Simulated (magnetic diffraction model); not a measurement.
**HoAlIn4Rh below its ordering temperature**

Space group P4/mmm (no. 123), a = 4.6030 Å, c = 7.0860 Å.

```
site  atom    x    y       z
  1a    Ho    0    0       0
  4i    In    0  1/2  0.6920
  1b    Rh    0    0     1/2
  1c    Al  1/2  1/2       0
```

This is a made-up structure (elements placed in a structure type, unrelaxed), so the numbers test the method and describe no known phase.

Only Ho is taken to order (form factors of Ho3+); orders and moment sizes are assumed, and not adapted to the symmetry. Radiation: neutrons of λ = 1.594 Å, 3° to 60°; isotropic B of 0.41 Å² (Ho), 0.56 Å² (In), 0.6 Å² (Rh) and 0.65 Å² (Al). Simulated constant-wavelength pattern: nuclear and magnetic terms add, the magnetic one as |2.695 fm × Σ f S⊥ exp(2πi Q·r) exp(−B s²)|², summed over all Q at one angle with the factor 1/(sin²θ cos θ). For collinear order S is the moment m, which repeats by lattice and centring translations R with the sign exp(−2πi k·R). Free-ion form factors, Sears's scattering lengths of 1992, no absorption; a label names one of the reflections at its angle. The strongest nuclear line in the range is 100, and lines under 0.2 are left out.

Above the ordering temperature:

```
2θ (°)    index      I
 19.94  (1 0 0)   23.0
 23.83  (1 0 1)    0.5
 26.00  (0 0 2)    1.7
 31.27  (1 1 1)   22.7
 32.98  (1 0 2)   17.3
 38.84  (1 1 2)  100.0
 39.44  (0 0 3)   11.2
 40.52  (2 0 0)   60.0
 45.56  (2 1 0)    9.4
 47.55  (2 1 1)    0.2
 48.78  (2 0 2)    2.1
 49.28  (1 1 3)    5.7
 53.20  (2 1 2)   14.3
 53.48  (0 0 4)    5.9
 57.64  (1 0 4)    6.2
 57.83  (2 0 3)   22.5
 58.65  (2 2 0)   30.7
```

Below it (cell unchanged):

| 2θ (°) | I |
| --- | --- |
| 12.92 | 143.9 |
| 19.94 | 80.6 |
| 23.83 | 101.7 |
| 26.00 | 33.8 |
| 28.35 | 26.5 |
| 31.27 | 72.0 |
| 32.98 | 77.6 |
| 38.84 | 136.2 |
| 39.44 | 23.2 |
| 40.52 | 71.2 |
| 42.70 | 21.4 |
| 44.58 | 31.5 |
| 45.56 | 26.0 |
| 47.55 | 32.0 |
| 48.78 | 20.0 |
| 49.28 | 27.9 |
| 53.20 | 41.6 |
| 53.48 | 11.2 |
| 57.64 | 22.5 |
| 57.83 | 35.3 |
| 58.65 | 34.8 |

**Question.** Find the propagation vector, then choose among these models:
A. collinear moments along [101], 9.1 μB on Ho
B. collinear moments along [111], 9.1 μB on Ho
C. collinear moments along [100], 9.1 μB on Ho

No line moves, and magnetic intensity falls on nuclear lines such as the one at 23.83°; new lines at (0 0 1) and (2 0 1) have whole indices that obey the lattice centring, at places with no nuclear intensity to speak of, so the magnetic cell equals the chemical primitive cell: k = 0.

Magnetic intensity, observed (below minus above) and for each model:

| 2θ (°) | index | observed | A | B | C |
| --- | --- | --- | --- | --- | --- |
| 12.92 | (0 0 1) | 143.8 | 42.7 | 65.8 | 143.8 |
| 19.94 | (1 0 0) | 57.6 | 98.1 | 88.8 | 57.6 |
| 26.00 | (0 0 2) | 32.1 | 9.5 | 14.7 | 32.1 |
| 28.35 | (1 1 0) | 26.4 | 44.9 | 40.7 | 26.4 |
| 31.27 | (1 1 1) | 49.4 | 63.5 | 60.2 | 49.4 |
| 32.98 | (1 0 2) | 60.3 | 37.3 | 42.5 | 60.3 |
| 44.58 | (1 0 3) | 31.4 | 14.4 | 18.3 | 31.4 |
| 47.55 | (2 1 1) | 31.8 | 47.7 | 44.1 | 31.8 |

Model C matches.

The structure used: k = (0 0 0), collinear moments along [100], 9.1 μB on Ho.

[Logs are printed without paths, hosts, clocks, repeated set-up lines and the standing remarks that a program may print on its own settings, such as how far it seeks lower states.]
